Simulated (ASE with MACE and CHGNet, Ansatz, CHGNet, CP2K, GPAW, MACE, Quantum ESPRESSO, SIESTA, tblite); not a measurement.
# Machine-learned potentials on Nb(100)/C(110) interface (80 atoms): settings against a plane-wave reference

Aim: run Nb(100)/C(110) interface (80 atoms) in machine-learned potentials and see how near its forces come to a plane-wave reference, and at what cost.

Calculated with ASE with MACE and CHGNet; the method is named at each step.

## (1) Starting point

The cell holds 80 atoms: 20 Nb and 60 C. Cell: a = 7.134 Å, b = 7.567 Å, c = 24.460 Å, α = 90.0°, β = 90.0°, γ = 90.0°. Bcc Nb(100), 4 repeat layers, 5 surface cells, strained -3.32 and +2.54 %; diamond-structure C(110), 5 layers, 6 cells, -0.00 and -0.00 %; outer planes 2.45 Å apart, 12 Å of vacuum above; not relaxed, displaced by a Gaussian of 0.02 Å. Then every atom was moved at random, 0.02 Å r.m.s. a Cartesian component. Regions: Nb, 20 atoms (20 Nb); C, 60 atoms (60 C). Vacuum lies along c.

The yardstick, on the same geometry:

| Item | Value |
| --- | --- |
| method | Kohn-Sham DFT, PBE, PAW, plane waves (Ansatz 0.2.0); cutoff 420 eV, Γ point, fermi-dirac smearing of 0.05 eV; PAW set soft_2 |
| r.m.s. force component | 1.836 eV/Å |
| longest force | 6.631 eV/Å |
| SCF cycles | 17 |
| time | 22 s on 4 threads of Arm Neoverse V1, shared host |
| CPU time | 85 s |

## (2) MACE MP-0b3 medium potential

Method: machine-learned interatomic potential MACE MP-0b3 medium, trained on PBE(+U) plane-wave data.

The input, run.py:

```python
import numpy as np
from ase.io import read
import mlip  # loads the published weights by name

atoms = read("structure.xyz")
atoms.calc = mlip.calc("mace-mp-0b3-medium")
energy = atoms.get_potential_energy()
forces = atoms.get_forces()
print(f"energy {energy:.6f} eV")
print("forces (eV/A)")
for i, (a, f) in enumerate(zip(atoms, forces)):
    print(f"{i:4d} {a.symbol:2s} {f[0]:10.5f} {f[1]:10.5f} {f[2]:10.5f}")
```

The input, structure.xyz:

```xyz
80
Lattice="7.13400 0.00000 0.00000 0.00000 7.56670 0.00000 0.00000 0.00000 24.45984" Properties=species:S:1:pos:R:3 pbc="T T T"
Nb 4.24609 6.01174 6.00807
Nb 6.42310 5.28723 7.67648
Nb 4.25408 6.04912 9.27199
Nb 3.53404 3.77488 10.92279
Nb 1.41424 4.53351 6.01859
Nb 3.61701 3.79228 7.59625
Nb 1.42709 4.51149 9.32067
Nb 0.73530 2.26713 10.99005
Nb 5.75443 3.05997 5.98752
Nb 0.71347 2.26433 7.62438
Nb 5.71348 3.00617 9.28814
Nb 4.97190 0.74895 10.93795
Nb 2.86701 1.47634 6.00073
Nb 4.95578 0.75274 7.67061
Nb 2.89676 1.55359 9.28593
Nb 2.10660 6.83863 10.96510
Nb 0.05072 7.55089 5.98508
Nb 2.12857 6.83031 7.66351
Nb 7.12565 0.01960 9.33828
Nb 6.39463 5.26726 10.97366
C 6.26593 1.81094 13.45316
C 3.65197 0.59051 13.41133
C 4.47880 0.56387 14.67419
C 5.38952 1.79883 14.70892
C 6.27014 1.84226 15.96053
C 3.62158 0.58248 15.94586
C 4.49513 0.54616 17.16518
C 5.38446 1.79762 17.16543
C 6.33157 1.83265 18.48895
C 3.58755 0.52937 18.40725
C 6.26972 4.33292 13.43848
C 3.61630 3.14056 13.41206
C 4.47873 3.05604 14.67835
C 5.44110 4.37703 14.64900
C 6.25873 4.37590 15.92433
C 3.65625 3.13912 15.98964
C 4.50355 3.09924 17.22437
C 5.34579 4.38127 17.16102
C 6.25416 4.35267 18.43685
C 3.59097 3.09001 18.49311
C 2.62488 1.82910 13.44264
C 0.04644 0.54889 13.38100
C 0.89025 0.59936 14.65903
C 1.84778 1.79679 14.68495
C 2.72048 1.77764 15.95736
C 0.04116 0.53307 15.93999
C 0.95267 0.59686 17.23685
C 1.81282 1.81624 17.21092
C 2.69965 1.83356 18.45324
C 0.01569 0.57916 18.39404
C 6.25588 6.88850 13.37880
C 3.65753 5.61676 13.40644
C 4.53366 5.59111 14.68740
C 5.42170 6.84408 14.66123
C 6.23262 6.84453 15.89865
C 3.63370 5.60927 15.93852
[... 20 atom lines left out ...]
C 0.93998 5.58854 17.14415
C 1.84578 6.88668 17.22168
C 2.67732 6.90840 18.40212
C 0.04081 5.60602 18.44688
```

Command:

```bash
> OMP_NUM_THREADS=1 python run.py > output.txt
```

The program printed:

```text
energy -699.557422 eV
forces (eV/A)
   0 Nb    0.17457    0.22441   -0.40775
   1 Nb    0.12423    0.19320   -0.70434
   2 Nb    0.03333    0.08225    0.87715
   3 Nb   -0.04090    0.20362    2.48457
   4 Nb    0.02945    0.05620   -0.38724
   5 Nb   -0.37610   -0.10643   -0.48335
   6 Nb   -0.00931    0.18143    0.44788
   7 Nb   -0.31345   -0.08466    2.55687
   8 Nb   -0.04420   -0.21605   -0.36149
   9 Nb    0.01951   -0.07778   -0.60029
  10 Nb    0.04070   -0.01000    0.74262
  11 Nb   -0.06634   -0.03342    2.58980
  12 Nb   -0.00705    0.09764   -0.48186
  13 Nb    0.51151   -0.06995   -1.04917
  14 Nb   -0.43007   -0.27469    0.71872
  15 Nb    0.39145   -0.11378    1.63209
  16 Nb   -0.23795    0.00170   -0.18149
  17 Nb   -0.10057   -0.10399   -0.53370
  18 Nb    0.05681   -0.02709    0.43213
  19 Nb    0.07949    0.20881    2.43455
  20 C     3.35077   -0.47133   -0.84001
  21 C    -3.65620   -0.17507   -1.18956
  22 C     0.83379   -0.59055   -0.33217
  23 C    -0.46923    0.70899   -1.25262
[...]
72 C     0.99311    0.56521    0.91943
  73 C    -0.36977   -0.32257   -1.70232
  74 C     0.47598    0.29755   -1.70679
  75 C    -0.75962    0.31687   -1.43439
  76 C     0.46917    0.69459    2.27805
  77 C    -1.66222   -0.54332    0.40388
  78 C     6.12214   -1.33391    0.61298
  79 C    -5.31241   -0.09734   -0.75361
```

The job ended after 11 s (1 thread of Arm Neoverse V1, shared host; peak memory 1.2 GiB).

Banners, paths, timers and routine set-up lines are dropped from the logs unmarked, and long logs keep their key lines alone; longer cuts are marked.

Against the reference:

- r.m.s. force component: 1.681 eV/Å
- r.m.s. difference of force components: 464.3 meV/Å
- longest difference of force vectors: 2346 meV/Å
- force difference over r.m.s. force: 25.29 %
- slope of forces against the reference's: 0.8871
- correlation of force components: 0.969

Length of the force difference by element (eV/Å):

```csv
element,atoms,mean,most
C,60,0.68,1.3
Nb,20,0.80,2.3
```

A closer look about C79, which bears the longest force: 11 atoms, nearest first, numbered in the order of the input, with positions taken from that point.

```csv
atom,x,y,z,distance (Å),bonds,Fx,Fy,Fz (eV/Å)
C79,0.00,0.00,0.00,0.00,3,6.12,-1.33,0.61
C78,-0.83,-0.02,-1.18,1.44,4,-1.66,-0.54,0.40
C30,0.91,1.19,0.01,1.50,3,-5.10,1.12,-0.35
C60,0.91,-1.33,0.10,1.61,3,-5.27,0.44,-1.16
C75,0.04,-0.05,-2.41,2.41,4,0.48,0.30,-1.71
C47,-1.72,1.26,-1.17,2.43,4,-0.55,-1.51,-0.13
C49,0.02,2.49,0.05,2.49,3,5.42,-0.40,-0.53
C27,1.82,1.20,-1.24,2.51,4,0.94,0.60,1.91
C77,-1.74,-1.32,-1.26,2.52,4,0.47,0.69,2.28
C57,1.84,-1.28,-1.17,2.52,4,-0.66,-0.39,0.37
C69,0.00,-2.60,0.02,2.60,3,5.60,0.99,-0.44
```

Atoms are counted from 1 here, from 0 in the log.

Forces lie 25 % from the reference's, at 0.12 times its CPU time (on 1 against 4 cores).

## (3) CHGNet 0.3.0 potential

Method: machine-learned interatomic potential CHGNet 0.3.0, trained on PBE(+U) plane-wave data.

run.py: that of step 2 with these lines changed.

```diff
@@ -5,3 +5,3 @@
 atoms = read("structure.xyz")
-atoms.calc = mlip.calc("mace-mp-0b3-medium")
+atoms.calc = mlip.calc("chgnet-0.3.0")
 energy = atoms.get_potential_energy()
```

structure.xyz is that of step 2.

The program printed:

```text
CHGNet v0.3.0 initialized with 412,525 parameters
CHGNet will run on cpu
energy -712.219116 eV
forces (eV/A)
   0 Nb    0.16380    0.20897    0.23016
   1 Nb    0.03952    0.22192   -0.39562
   2 Nb    0.06025    0.03096    0.44673
   3 Nb   -0.15663    0.18140    2.51079
   4 Nb    0.06393    0.03167    0.22680
   5 Nb   -0.29367   -0.10764   -0.20998
   6 Nb   -0.03182    0.15864    0.15675
   7 Nb   -0.43296   -0.17475    2.24847
   8 Nb   -0.07474   -0.20289    0.27587
   9 Nb    0.05720   -0.07436   -0.23590
  10 Nb    0.09680    0.07213    0.34510
  11 Nb    0.03124   -0.07875    2.02150
  12 Nb    0.00819    0.11579    0.22036
  13 Nb    0.42011   -0.08567   -0.65487
  14 Nb   -0.34289   -0.16292    0.28396
  15 Nb    0.55889   -0.07387    1.87293
  16 Nb   -0.24586   -0.00430    0.51005
  17 Nb   -0.09413   -0.11735   -0.30812
  18 Nb   -0.00484   -0.09429    0.12011
  19 Nb    0.21252    0.11494    2.23995
  20 C     4.46204   -0.04985   -0.71487
  21 C    -4.62828   -0.55422   -0.36584
  22 C     0.89107   -0.58257   -0.82367
  23 C    -0.38068    0.58755   -1.60093
[...]
72 C     0.81925    0.54427    0.73053
  73 C    -0.39439   -0.24400   -1.85607
  74 C     0.10656    0.29369   -1.46198
  75 C    -0.28698    0.30971   -1.64574
  76 C     0.01658    0.78664    3.05787
  77 C    -1.35627   -0.60321    0.47716
  78 C     6.02373   -1.30205    0.59056
  79 C    -5.01738    0.06006   -1.71463
```

Elapsed: 8 s, on 1 thread; peak memory 3.2 GiB.

Against the reference:

| Quantity | Value |
| --- | --- |
| r.m.s. force component | 1.798 eV/Å |
| r.m.s. difference of force components | 628.1 meV/Å |
| longest difference of force vectors | 2167 meV/Å |
| force difference over r.m.s. force | 34.22 % |
| slope of forces against the reference's | 0.9212 |
| correlation of force components | 0.9405 |

Against the first run (25 %), the force difference from the reference is 34 %, at 0.74 times the CPU time.

## (4) CHGNet r2SCAN potential

Method: machine-learned interatomic potential CHGNet r2SCAN, trained on r2SCAN plane-wave data.

run.py: that of step 3 with these lines changed.

```diff
@@ -5,3 +5,3 @@
 atoms = read("structure.xyz")
-atoms.calc = mlip.calc("chgnet-0.3.0")
+atoms.calc = mlip.calc("chgnet-r2scan")
 energy = atoms.get_potential_energy()
```

structure.xyz is that of step 3.

The program printed:

```text
CHGNet vr2scan initialized with 412,525 parameters
CHGNet will run on cpu
energy -1058.961060 eV
forces (eV/A)
   0 Nb    0.18651    0.22838    0.42151
   1 Nb    0.07885    0.17502   -0.29482
   2 Nb    0.06357    0.04636    0.25876
   3 Nb   -0.18579    0.17419    2.07367
   4 Nb    0.02599    0.06410    0.42280
   5 Nb   -0.28531   -0.14959   -0.09324
   6 Nb   -0.01361    0.09937    0.01312
   7 Nb   -0.33803   -0.18331    1.96692
   8 Nb   -0.08607   -0.17792    0.47450
   9 Nb    0.03179   -0.07729   -0.18714
  10 Nb    0.08067    0.04306    0.17808
  11 Nb   -0.05065   -0.06098    1.75663
  12 Nb    0.01192    0.09556    0.43891
  13 Nb    0.38164   -0.05166   -0.52763
  14 Nb   -0.25511   -0.14779    0.14149
  15 Nb    0.54270   -0.06084    1.48808
  16 Nb   -0.25268   -0.02204    0.71434
  17 Nb   -0.07652   -0.08935   -0.20825
  18 Nb   -0.00447   -0.04746    0.03409
  19 Nb    0.16068    0.07292    1.73281
  20 C     3.49433   -0.16614   -0.55386
  21 C    -4.18779   -0.10237   -0.59620
  22 C     0.90872   -0.53852   -0.60067
  23 C    -0.14912    0.54315   -1.47070
[...]
72 C     0.73282    0.47186    1.01696
  73 C    -0.30824   -0.15801   -1.79565
  74 C    -0.00610    0.38489   -1.41860
  75 C    -0.27441    0.29247   -1.80642
  76 C    -0.23498    0.75270    3.15101
  77 C    -1.19486   -0.59207    0.16656
  78 C     5.38271   -1.66349    0.72633
  79 C    -4.25240   -0.02686   -1.69049
```

Run time: 6.3 s. Hardware: 1 thread; peak memory 3.2 GiB.

Numbers from this run, and their distance from the reference:

- r.m.s. force component: 1.59 eV/Å
- r.m.s. difference of force components: 691.8 meV/Å
- longest difference of force vectors: 2564 meV/Å
- force difference over r.m.s. force: 37.69 %
- slope of forces against the reference's: 0.8042
- correlation of force components: 0.9283

Against the first run (25 %), the force difference from the reference is 38 %, at 0.64 times the CPU time; this potential was trained at another functional than the reference's, which explains only part of so large a difference.

## (5) All runs compared

Differences are against the plane-wave reference, forces as r.m.s. over components; share is that over the reference's r.m.s. force, slope the least-squares factor from reference forces to these. Total energies of different programs have different zeros and aren't compared.

```csv
run,"Δ force, r.m.s. (meV/Å)",share (%),slope,cores,CPU time,memory (GiB)
reference,-,-,-,4,85 s,1.5
MACE MP-0b3 medium potential,464,25.3,0.887,1,9.9 s,1.2
CHGNet 0.3.0 potential,628,34.2,0.921,1,7.3 s,3.2
CHGNet r2SCAN potential,692,37.7,0.804,1,6.3 s,3.2
```

Times of the machine-learned potentials are mostly Python's start and the loading of weights.

CPU time is summed over cores on a shared host, where runs went side by side, so it is rough. Symmetry, cutoffs, thresholds, outputs and thread counts weren't matched or tuned between programs; memory under MPI is the largest rank's times the ranks.

A second geometry, displaced anew (every atom was moved at random, 0.04 Å r.m.s. a Cartesian component), gives an energy difference that all programs can be tested on. The reference puts it at 39.20 meV/atom.

```csv
run,energy less the first geometry's (meV/atom),error (meV/atom),force share at the second geometry (%)
MACE MP-0b3 medium potential,38.76,-0.445,25.1
CHGNet 0.3.0 potential,40.78,1.58,29.3
CHGNet r2SCAN potential,47.03,7.83,34.0
```

## (6) Summary of results

| Property | Result |
| --- | --- |
| nearest in forces | MACE MP-0b3 medium potential, 25 % |
| its CPU time | 9.9 s |

What this shows: Machine-learned potentials differ by 25 % (MACE MP-0b3 medium potential) to 38 % (CHGNet r2SCAN potential); they were trained on other programs' data, some at another functional. The energy difference between the two geometries, 39.2 meV/atom in the reference, is met best by MACE MP-0b3 medium potential (-0.445) and worst by CHGNet r2SCAN potential (+7.83). Machine-learned potentials mimic data converged in k, so the reference's own k-point error enters their differences. The host structure and its lattice constant were typed by rule, without a check against the phase diagram. The electronic-structure runs sample only Γ, in a cell whose shortest periodic width is 7 Å, which is coarse for a cell with partly filled levels.

[Also dropped from logs without a mark: logging warnings of Python, and SIESTA's first energy breakdown and zero terms.]

[Logs are printed without paths, hosts, clocks, repeated set-up lines and the standing remarks that a program may print on its own settings, such as how far it seeks lower states.]

[Hosts, paths, dates, database ids (printed as entryN), source tags and the programs' standing remarks are cut or masked in the printed files.]
